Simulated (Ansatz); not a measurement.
## C (Fd-3m, 2 atoms in the cell): modes against uniaxial strain along [001]

Aim: how do the optical modes of C (Fd-3m, 2 atoms in the cell) shift and split under this strain?

Method: DFT LDA, scalar-relativistic, plane waves, PAW; PAW set soft_1, in Ansatz 0.2.0.

**1. Starting point**

Symmetry: Fd-3m, No. 227, cubic system. The conventional cell has a = 3.567 Å, b = 3.567 Å, c = 3.567 Å, α = 90.00°, β = 90.00°, γ = 90.00°. C has 4 C at 1.54 Å nearest.

**2. A rough relaxation first**

The start is far from rest, so a relaxation with loose tolerances brings it close first.

Contents of input.yaml:

```yaml
crystal:
  lattice:
    - [0.0, 1.78337, 1.78337]
    - [1.78337, 0.0, 1.78337]
    - [1.78337, 1.78337, 0.0]
  atoms:
    - { symbol: C, position: [0.5, 0.5, 0.5] }
    - { symbol: C, position: [0.75, 0.75, 0.75] }
kpoints:
  mp_grid: { grid: [10, 10, 10] }
hamiltonian:
  xc: lda
  pseudopotentials: { kind: paw, azcp: { folder: soft_1 }, xc_functional: pbe }
scf:
  occupations: { method: gaussian, width: 0.1 }
output:
  forces: true
  stress: true
  eigenvalues: true
relax:
  adjacent_minimum: "off"
  f_tol: 0.05
  max_steps: 80
  cell: { stress_tol: 0.5 }
```

On the command line:

```bash
$ ansatz run input.yaml --threads 4 --pin off --max-ram 10240MiB --backend cpu --events-out ev --progress --plain --runs-dir out
```

Numbers of over 12 decimals in the logs are rounded to 6 here.

Output:

```text
The last accepted step is kept in <dir> (removed where the run ends without a failure and the disk answers)
Engine: ansatz 0.2.0, x86_64-unknown-linux-gnu
Pseudopotentials: kind: paw
Pseudopotential: C, paw, valence charge 4, recommended cutoff 420 eV (normal), soft_1/C.paw.azcp
Functional definition: SPW92
  exchange = slater_x
  correlation = pw_c
Crystal: 2 atoms, lattice volume = 11.344 Å³
[...]
--- Relaxed structure (3 steps of the walk, 3 accepted, 1 SCFs on fresh bases) ---
  F+E_penalty+E_count = -485.99037661 eV   max|allowed force component| = 1.850e-16 eV/Å   (the final SCF, on the basis selected at the relaxed cell)
  cell:  # Å, volume = 11.0108 Å³
    - [0, 1.765749, 1.765749]
    - [1.765749, 0, 1.765749]
    - [1.765749, 1.765749, 0]
  atoms:
    - { symbol: C, position: [0.5, 0.5, 0.5] }
    - { symbol: C, position: [0.750000, 0.750000, 0.750000] }
[key lines of the parts left out:]
SCF converged after 7 iterations
Free energy (F): -485.990377 eV
Fermi energy:    15.743074 eV
P = ⅓ Tr σ = -0.0150 GPa (-0.150 kbar)
```

Run time: 6.4 s. Hardware: 4 threads of Intel Xeon at 2.50GHz (Skylake/Cascade Lake), shared host; peak memory 0.27 GiB.

The steps of the relaxation:

```
step  energy less that of the first step (eV)  largest force component (eV/Å)  pressure (GPa)  volume (Å³)
   1                                   0.0000                          0.0000          -13.21        11.34
   2                                  -0.0128                          0.0000           -5.19        11.14
   3                                  -0.0155                          0.0000            0.20        11.01
  4*                                  -0.0141                          0.0000           -0.01        11.01
```

Relaxation steps marked * repeat the geometry before them on a plane-wave basis chosen anew for their cell, so energy and pressure can jump there.

The run keeps the 48 symmetry operations that it works with, so distortions that break them were not tested.

```
conventional cell, symmetrised  before  after  change
                         a (Å)   3.567  3.531  -1.0 %
                         b (Å)   3.567  3.531  -1.0 %
                         c (Å)   3.567  3.531  -1.0 %
              volume (Å³/atom)    5.67   5.51  -2.9 %
```

The relaxed structure:

```cif
data_structure
_symmetry_space_group_name_H-M 'P 1'
_symmetry_Int_Tables_number 1
_cell_length_a 2.4971
_cell_length_b 2.4971
_cell_length_c 2.4971
_cell_angle_alpha 60.000
_cell_angle_beta 60.000
_cell_angle_gamma 60.000
_cell_volume 11.01
loop_
_atom_site_label
_atom_site_type_symbol
_atom_site_fract_x
_atom_site_fract_y
_atom_site_fract_z
_atom_site_occupancy
C1 C 0.50000 0.50000 0.50000 1
C2 C 0.75000 0.75000 0.75000 1
```

Numbers from this step:

| Item | Value |
| --- | --- |
| pressure | -0.01498 GPa |
| gap on the k-mesh | 4.211 eV |
| volume per atom | 5.505 Å³ |

In this step the volume went from 5.67 to 5.51 Å³/atom.

**3. Bringing the structure to rest**

The cell and atoms are relaxed, since residual forces and stress would shift the frequencies.

Contents of input.yaml:

```yaml
crystal:
  lattice:
    - [0.0, 1.7657494264, 1.7657494264]
    - [1.7657494264, 0.0, 1.7657494264]
    - [1.7657494264, 1.7657494264, 0.0]
  atoms:
    - { symbol: C, position: [0.5, 0.5, 0.5] }
    - { symbol: C, position: [0.75, 0.75, 0.75] }
kpoints:
  mp_grid: { grid: [12, 12, 12] }
hamiltonian:
  xc: lda
  pseudopotentials: { kind: paw, azcp: { folder: soft_1 }, xc_functional: pbe }
scf:
  occupations: { method: gaussian, width: 0.02 }
output:
  forces: true
  stress: true
  eigenvalues: true
  write_density: true
  write_potential: true
  elf: true
  volumetric_format: npy
relax:
  adjacent_minimum: "off"
  f_tol: 0.005
  max_steps: 80
  cell: { stress_tol: 0.05 }
```

Output:

```text
[...]
Crystal: 2 atoms, lattice volume = 11.011 Å³
Basis set: ecut = 420 eV, 181 PW (Γ)
Bands: 8, of which v1, the nominal top of the filled ones, is band 4 counted from 1 (3 counted from 0)
Symmetry: 48 space group operations
[...]
k-points: 72 of 1728
[...]
SCF iter   1: F=—  HF=-486.719976 eV  |F-HF|=—  |Δ(HF+E_count)|=         —  Δρ=1.47e-1  dr2=1.68e0  ethr=3.10e-3  ⟨swp⟩=4.8  Hψ=3712  notcnv=0
[...]
SCF iter   6: F=-485.990475 eV  HF=-485.990475 eV  |F-HF|=1.14e-12  |Δ(HF+E_count)|=   5.41e-9  Δρ=2.46e-7  dr2=1.63e-12  ethr=1.28e-10  ⟨swp⟩=4.9  Hψ=2581  notcnv=0
SCF 1 converged in 6 iterations: F = -485.990475 eV  dr2 = 1.63e-12
[...]
relax step   1: F+E_penalty+E_count = -485.99047453 eV  Δ(F+E_penalty+E_count) = +0.000e0 eV  max|allowed force component| = 1.850e-17 eV/Å  Δτ_max = 0.0000 Å  P = -0.021 GPa  Ω = 11.011 Å³  (6 SCF iters, accepted)
[...]
SCF iter   1: F=—  HF=-485.990475 eV  |F-HF|=—  |Δ(HF+E_count)|=         —  Δρ=2.56e-7  dr2=2.16e-12  ethr=1.77e-8  ⟨swp⟩=3.3  Hψ=5414  notcnv=0
eigensolver tolerance schedule: the retry pair's looser diagonalisation over-reported the residual by 655439.18 of it (diagonalisation noise at an unbounded share of the residual, at the tolerance the schedule requests for it); recorded, not acted on — ethr = c·dr2/N_el stays at c = 1.0e-1
[...]
SCF iter   6: F=-485.990475 eV  HF=-485.990475 eV  |F-HF|=5.68e-14  |Δ(HF+E_count)|=  1.14e-13  Δρ=2.11e-10  dr2=3.35e-18  ethr=1.00e-12  ⟨swp⟩=1.6  Hψ=1561  notcnv=0
SCF 2 converged in 6 iterations: F = -485.990475 eV  dr2 = 3.35e-18
relax step   2: F+E_penalty+E_count = -485.99047453 eV  Δ(F+E_penalty+E_count) = -5.684e-14 eV  max|allowed force component| = 5.782e-18 eV/Å  Δτ_max = 0.0000 Å  P = -0.021 GPa  Ω = 11.011 Å³  stress off target by 2.14e-2 GPa  SCF on the basis re-selected at this cell (its energy is not comparable with the rows above)  (6 SCF iters)
basis re-selected at this cell: Δ(F+E_penalty+E_count) = -5.684e-14 eV, ΔP = +0.000 GPa vs the last step (what re-selecting the basis moved, of the pressure what is left beyond the Pulay correction that the steps carried, after the strain that the cell walked since its last selection, with what the two solves' SCF thresholds leave and, on support functions, any second-order correction that the steps lacked; it is no  [...]
SCF converged after 6 iterations
Free energy (F): -485.990475 eV
[...]
Internal energy: -485.990475 eV  (E = F + TS)
E sigma→0 (E₀):  -485.990475 eV
Fermi energy:    15.738944 eV
[...]
--- Stress (GPa, compression-positive) ---
       -0.021434       0.000000      -0.000000
        0.000000      -0.021434       0.000000
        0.000000      -0.000000      -0.021434
  P = ⅓ Tr σ = -0.0214 GPa (-0.214 kbar)
--- Band table (eV; the first three rows and the last of 72) ---
[...]
--- Relaxed structure (1 steps of the walk, 1 accepted, 1 SCFs on fresh bases) ---
[...]
cell:  # Å, volume = 11.0108 Å³
    - [0.0, 1.7657494264, 1.7657494264]
    - [1.7657494264, 0.0, 1.7657494264]
    - [1.7657494264, 1.7657494264, 0.0]
  atoms:
    - { symbol: C, position: [0.500000, 0.500000, 0.500000] }
    - { symbol: C, position: [0.750000, 0.750000, 0.750000] }
```

The job ended after 5.5 s (4 threads; peak memory 0.28 GiB; 4.5 s of CPU time).

Little changed from the start: no atom moved by 0.005 Å and no cell edge by 0.1 %.

Numbers from this step:

* pressure: -0.02143 GPa
* gap on the k-mesh: 4.202 eV

Electrostatic potential energy in the ac plane of a cell with a along [110], b along [-110] and c along [001] of the cube at fractional y = 0.000, with atoms of C within 0.2 Å of it. With pseudopotentials it is smooth inside the atoms' cores, unlike the true potential.

Values in eV, 9 rows by 14 columns, each cell a mean:
```
-41 -18   8  13  12  -3 -34 -41 -18   8  13  12  -3 -34
 -4   6  13  15  14  10   0  -4   6  13  15  14  10   0
 13  14  14  15  15  14  13  13  14  14  15  15  14  13
 15  15  14  14  14  14  15  15  15  14  14  14  14  15
 15  14  10   6   8  12  14  15  14  10   6   8  12  14
 14   9 -11 -30 -22   2  13  14   9 -11 -30 -22   2  13
  9   4 -28 -49 -42  -8   9   9   4 -28 -49 -42  -8   9
-20  -7 -14 -33 -25  -5 -14 -20  -7 -14 -33 -25  -5 -14
-48 -25   2   3   4  -9 -41 -48 -25   2   3   4  -9 -41
```
Columns run along a (5.0 Å; values clipped at the 3rd and 97th percentile), rows up along c (3.5 Å), edges of the conventional cell, whose origin can differ from the input's. Atoms in or near the plane, at fractional coordinates: C at (0.00, 0.00), C at (0.50, 0.00), C at (0.25, 0.25), C at (0.75, 0.25).

Valence density in the ac plane of a cell with a along [110], b along [-110] and c along [001] of the cube at fractional y = 0.000, with atoms of C within 0.2 Å of it. It is the smooth field of the valence electrons, not physical close to the nuclei.

Values in e/Å³, 9 rows by 14 columns, each cell a mean:
```
1.6 1.2 0.5 0.3 0.4 0.8 1.5 1.6 1.2 0.5 0.3 0.4 0.8 1.5
1.0 0.6 0.3 0.1 0.2 0.4 0.8 1.0 0.6 0.3 0.1 0.2 0.4 0.8
0.3 0.3 0.2 0.1 0.1 0.2 0.3 0.3 0.3 0.2 0.1 0.1 0.2 0.3
0.1 0.2 0.2 0.2 0.2 0.2 0.1 0.1 0.2 0.2 0.2 0.2 0.2 0.1
0.1 0.2 0.5 0.7 0.6 0.3 0.1 0.1 0.2 0.5 0.7 0.6 0.3 0.1
0.2 0.4 1.0 1.5 1.3 0.7 0.3 0.2 0.4 1.0 1.5 1.3 0.7 0.3
0.6 0.9 1.5 1.6 1.7 1.2 0.7 0.6 0.9 1.5 1.6 1.7 1.2 0.7
1.4 1.6 1.7 1.6 1.7 1.6 1.5 1.4 1.6 1.7 1.6 1.7 1.6 1.5
1.7 1.7 1.1 0.9 0.9 1.4 1.8 1.7 1.7 1.1 0.9 0.9 1.4 1.8
```
Columns run along a (5.0 Å), rows up along c (3.5 Å), edges of the conventional cell, whose origin can differ from the input's. Atoms in or near the plane, at fractional coordinates: C at (0.00, 0.00), C at (0.50, 0.00), C at (0.25, 0.25), C at (0.75, 0.25).

ELF in the ac plane of a cell with a along [110], b along [-110] and c along [001] of the cube at fractional y = 0.000, with atoms of C within 0.2 Å of it. It is the smooth field of the valence electrons, not physical close to the nuclei.

Ten even steps from '_' (0.03) to '@' (0.90), each cell a mean:
```
::++==::--++--::++==::--++--
**==..____--++**==..____--++
::..________::::..________::
______....__________....____
__..--++==::____..--++==::__
..--++======::..--++======::
++##++..::##**++##++..::##**
**@@%%++##@@%%**@@%%++##@@%%
..**%%**##%%--..**%%**##%%--
```
Columns run along a (5.0 Å), rows up along c (3.5 Å), edges of the conventional cell, whose origin can differ from the input's. Atoms in or near the plane, at fractional coordinates: C at (0.00, 0.00), C at (0.50, 0.00), C at (0.25, 0.25), C at (0.75, 0.25).

In this step the volume went from 5.51 to 5.51 Å³/atom.

**4. Tight relaxation**

Phonons need small forces and stress, so the relaxation is finished with tight tolerances on 12×12×12 k points.

input.yaml, the sections that differ from step 3:

```yaml
scf:
  occupations: { method: fixed }
output:
  forces: true
  stress: true
  eigenvalues: true
relax:
  adjacent_minimum: "off"
  f_tol: 0.001
  max_steps: 60
  cell: { stress_tol: 0.01 }
# crystal, kpoints, hamiltonian: as in step 3
```

Output:

```text
[...]
Crystal: 2 atoms, lattice volume = 11.011 Å³
Basis set: ecut = 420 eV, 181 PW (Γ)
Bands: 8, of which v1, the nominal top of the filled ones, is band 4 counted from 1 (3 counted from 0)
Symmetry: 48 space group operations
[...]
k-points: 72 of 1728
[...]
P = ⅓ Tr σ = -0.0086 GPa (-0.086 kbar)
--- Band table (eV; the first three rows and the last of 72) ---
[...]
--- Relaxed structure (2 steps of the walk, 2 accepted, 1 SCFs on fresh bases) ---
[...]
cell:  # Å, volume = 11.0105 Å³
    - [0, 1.765733, 1.765733]
    - [1.765733, 0, 1.765733]
    - [1.765733, 1.765733, 0]
  atoms:
    - { symbol: C, position: [0.500000, 0.500000, 0.500000] }
    - { symbol: C, position: [0.750000, 0.750000, 0.750000] }
[key lines of the parts left out:]
SCF converged after 4 iterations
Free energy (F): -485.990476 eV
Fermi energy:    13.638634 eV
```

It took 5.7 s on 4 threads; peak memory 0.28 GiB.

Little changed from the start: no atom moved by 0.005 Å and no cell edge by 0.1 %.

This step gave:

| Quantity | Value |
| --- | --- |
| pressure | -0.008565 GPa |

The forces vanish by symmetry and the pressure is -0.009 GPa, within the tolerances set. The cell now holds 5.51 Å³/atom.

**5. Zone-centre response at rest**

The modes at rest are the reference of the series, and the response to a field gives the dielectric tensor and the Born charges.

input.yaml, the sections that differ from step 4:

```yaml
crystal:
  lattice:
    - [0.0, 1.7657332855, 1.7657332855]
    - [1.7657332855, 0.0, 1.7657332855]
    - [1.7657332855, 1.7657332855, 0.0]
  atoms:
    - { symbol: C, position: [0.5, 0.5, 0.5] }
    - { symbol: C, position: [0.75, 0.75, 0.75] }
output:
  eigenvalues: true
phonons:
  method: dfpt
  dielectric: true
  rigid_motions: translations
# kpoints, hamiltonian, scf: as in step 4
# relax: removed
```

Output:

```text
[...]
Crystal: 2 atoms, lattice volume = 11.010 Å³
Basis set: ecut = 420 eV, 181 PW (Γ), exchange–correlation on 40×40×40 points (8 copies of the dense FFT grid, shifted against one another)
Bands: 8, of which v1, the nominal top of the filled ones, is band 4 counted from 1 (3 counted from 0)
Symmetry: 48 space group operations
k-points: 280 of 1728 (irreducible under 4 space group operations, time reversal used)
[...]
SCF iter   1: F=—  HF=-486.720076 eV  |F-HF|=—  |Δ(HF+E_count)|=         —  Δρ=1.47e-1  dr2=1.69e0  ethr=3.10e-3  ⟨swp⟩=3.9  Hψ=12868  notcnv=0  defer=483
[...]
SCF iter   7: F=-485.990477 eV  HF=-485.990477 eV  |F-HF|=3.35e-11  |Δ(HF+E_count)|=  3.20e-10  Δρ=1.67e-6  dr2=8.37e-11  ethr=1.25e-12  ⟨swp⟩=7.0  Hψ=11725  notcnv=0
SCF 1 converged in 7 iterations: F = -485.990477 eV  dr2 = 8.37e-11
[...]
NSCF: frozen V_eff on 1 k-points
DFPT response loops at Γ: preconditioner auto → none (the input reference at scf.mixing.eps_inf says where Resta's filter doesn't serve); β = 0.50; Broyden in place of MSR1
── the response to a field inside a basis, on 12×12×12 k-points: an SCF that follows is theirs, and a resumed run solves both again ──
Bands: 5, of which v1, the nominal top of the filled ones, is band 4 counted from 1 (3 counted from 0)
k-points: 182 of 1728 (irreducible under 12 space group operations)
[...]
Eigensolver: Dense (182 Hₖ)
SCF iter   1: F=—  HF=-485.993576 eV  |F-HF|=—  |Δ(HF+E_count)|=         —  Δρ=5.69e-4  dr2=4.36e-6  ethr=1.00e-1
[...]
SCF iter   3: F=-485.993579 eV  HF=-485.993579 eV  |F-HF|=1.32e-9  |Δ(HF+E_count)|=   7.79e-7  Δρ=1.03e-5  dr2=1.57e-9  ethr=1.27e-8
SCF 1 converged in 3 iterations: F = -485.993579 eV  dr2 = 1.57e-9
[...]
SCF converged after 7 iterations
Free energy (F): -485.990477 eV
[...]
Internal energy: -485.990477 eV  (E = F + TS)
E sigma→0 (E₀):  -485.990477 eV
Fermi energy:    13.638635 eV
[...]
--- Band table (eV; the first three rows and the last of 280) ---
[...]
--- Phonons (Γ-DFPT): 1 representative perturbation + reference, on 280 of 1728 k-points (Σ response iterations 3) ---
  k mesh reduced under 4 symmetry operations, with k and −k counted as one. Each operation leaves every solved perturbation unchanged. A smaller set is not considered because the run solves the response to a homogeneous field
  ASR residual: 5.994e-4 → 0.000e0 eV/Å²; symmetrization residual: 1.209e-13 eV/Å²
  ASR residual per site (eV/Å²): 5.99e-4 5.99e-4
  Γ frequencies (cm⁻¹): 0.00 0.00 0.00 1322.60 1322.60 1322.60
  ε∞ (high-frequency dielectric tensor):
        5.763965    -0.000000     0.000000
       -0.000000     5.763965     0.000000
        0.000000     0.000000     5.763965
  ε⁰ (static dielectric tensor: ions relaxed, cell fixed):
        5.763965    -0.000000     0.000000
       -0.000000     5.763965     0.000000
        0.000000     0.000000     5.763965
  ε⁰ − ε∞ (ionic part):
        0.000000    -0.000000     0.000000
       -0.000000     0.000000    -0.000000
        0.000000    -0.000000     0.000000
  softest optical mode at Γ: 1322.60 cm⁻¹; the repairs (sum rule, projections) moved no ω² at Γ by more than (3.68 cm⁻¹)²
  Born effective charges Z* (e; rows j = field, columns β = displacement):
    site 0:
         0.00000    0.00000   -0.00000
         0.00000   -0.00000    0.00000
        -0.00000    0.00000   -0.00000
    site 1:
        -0.00000   -0.00000    0.00000
        -0.00000    0.00000   -0.00000
         0.00000   -0.00000    0.00000
  Z* charge neutrality: 3.657e-4 e pre-enforcement
  solved inside a basis spanned on kpoints, on 12×12×12 k-points, its susceptibility summed on 18×18×18: ε∞ is read to err by 1.5e-2, Z* by 4.3e-3 e (field_mesh: kpoints solves on kpoints)
  optical modes at Γ without the LO–TO term, one row a degenerate level:
      ω (cm⁻¹)  modes    IR ((D/Å)²/amu)
       1322.60      3             0.0000
  optical modes at Γ + LO–TO along q̂ = [1.0000, 0.0000, 0.0000]:
      ω (cm⁻¹)  modes    IR ((D/Å)²/amu)
       1322.60      3             0.0000
  optical modes at Γ + LO–TO along q̂ = [0.0000, 1.0000, 0.0000]:
      ω (cm⁻¹)  modes    IR ((D/Å)²/amu)
       1322.60      3             0.0000
  optical modes at Γ + LO–TO along q̂ = [0.0000, 0.0000, 1.0000]:
      ω (cm⁻¹)  modes    IR ((D/Å)²/amu)
       1322.60      3             0.0000
```

It took 31 s on 4 threads; peak memory 0.44 GiB.

Reading the cycles: dr2 is the Hartree energy of the density residual (eV), the measure of convergence; HF is the Harris–Foulkes estimate of the energy, which meets the free energy F at convergence.

This step gave:

```
sum-rule residual before enforcement                    : 5.99e-4 eV/Å²
miss of the charge sum rule                             : 3.66e-4 e
estimated error of the dielectric tensor                : 0.01503
estimated error of the Born charges                     : 0.004274 e
point group                                             : m-3m
highest optical mode at the zone centre (no LO-TO term) : 1323 cm⁻¹
lowest optical zone-centre mode                         : 1323 cm⁻¹
mean high-frequency dielectric constant                 : 5.764
largest Born charge (third of the trace)                : 0 e
mean static dielectric constant                         : 5.764
top of the zone-centre spectrum with the field          : 1323 cm⁻¹
```

Patterns of degenerate modes are one choice out of their space. Modes at Γ:

```
mode  frequency (cm⁻¹)  symmetry
   1               0.0  acoustic
   2               0.0  acoustic
   3               0.0  acoustic
   4            1322.6       T2g
   5            1322.6       T2g
   6            1322.6       T2g
```

Displacements in mode 4 (1322.6 cm⁻¹), the largest set to 1:
```
C1   0.00  0.05 -1.00
C2   0.00 -0.05  1.00
```

Optical modes at the zone centre, without and with the macroscopic field of the longitudinal modes; each column is sorted by frequency, so a row need not hold one and the same mode. Modes with and without the field, by row:

```
rank among optical modes  no field (cm⁻¹)  q along (1, 0, 0) (cm⁻¹)
                       1             1323                      1323
                       2             1323                      1323
                       3             1323                      1323
```

The Born charge (rows field, columns displacement) vanishes on all sites.

High-frequency dielectric tensor:

```
5.76 0.00 0.00
0.00 5.76 0.00
0.00 0.00 5.76
```

Static dielectric tensor (ions relaxed, fixed cell):

```
5.76 0.00 0.00
0.00 5.76 0.00
0.00 0.00 5.76
```

Before it was imposed, the acoustic sum rule was missed by 6.0e-4 eV/Å² and the charge sum rule by 3.7e-4 e. Small misses are needed for a sound result but don't prove that mesh and cutoff are converged. The lowest optical mode is real, 1323 cm⁻¹.

(Continued in part 2 of 2.)

[Logs are printed without paths, hosts, clocks, repeated set-up lines and the standing remarks that a program may print on its own settings, such as how far it seeks lower states.]

[Hosts, paths, dates, database ids (printed as entryN), source tags and the programs' standing remarks are cut or masked in the printed files.]
